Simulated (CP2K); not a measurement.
Consider 3-fluorocarbonylpyrrole at its PBE geometry (Å).

```xyz
12

O     2.7826    1.0182    0.2723
C     2.0594    0.0912    0.0178
F     2.6289   -1.1323   -0.3234
C     0.6151    0.0171    0.0000
C    -0.2200   -1.1100   -0.2841
C    -1.5239   -0.6850   -0.1681
N    -1.4979    0.6571    0.1776
C    -0.2146    1.1005    0.2823
H     0.1173   -2.1068   -0.5404
H    -2.4638   -1.2074   -0.2964
H    -2.3179    1.2348    0.3225
H     0.0347    2.1226    0.5398
```

Method: CP2K XAS_TDP, all-electron GAPW, PBEh(45%), aug-cc-pVDZ, TDA, no relativity.

**Question.** Where do the F K-edge lines lie, and how strong are they?

Leading lines: F3 681.95 eV. The leading line of an atom is its first one with 35 % of the strongest within 2.5 eV of its lowest line over the strength cut. 

The first six lines of each atom with a strength over 0.0015:

| atom | energy (eV) | states | strength, one atom |
| --- | --- | --- | --- |
| F3 (bonded to C) | 681.95 | 1 | 0.0090 |
|  | 683.88 | 1 | 0.0203 |
|  | 684.85 | 1 | 0.0055 |
|  | 684.97 | 1 | 0.0121 |
|  | 685.39 | 1 | 0.0023 |
|  | 685.67 | 1 | 0.0024 |

Lines are vertical, at one geometry, with no vibrational structure. Without a correction of the core level, line positions, and the gaps between valence and Rydberg lines, follow the share of exact exchange. These values hold no scalar relativity, about 0.7 eV for F 1s. Rydberg lines, and the discretised continuum above threshold, depend on the basis and the box.

[Banner, clock and machine lines of the logs are left out without a mark of their own.]

[Logs are printed without paths, hosts, clocks, repeated set-up lines and the standing remarks that a program may print on its own settings, such as how far it seeks lower states.]

[Hosts, paths, dates, database ids (printed as entryN), source tags and the programs' standing remarks are cut or masked in the printed files.]
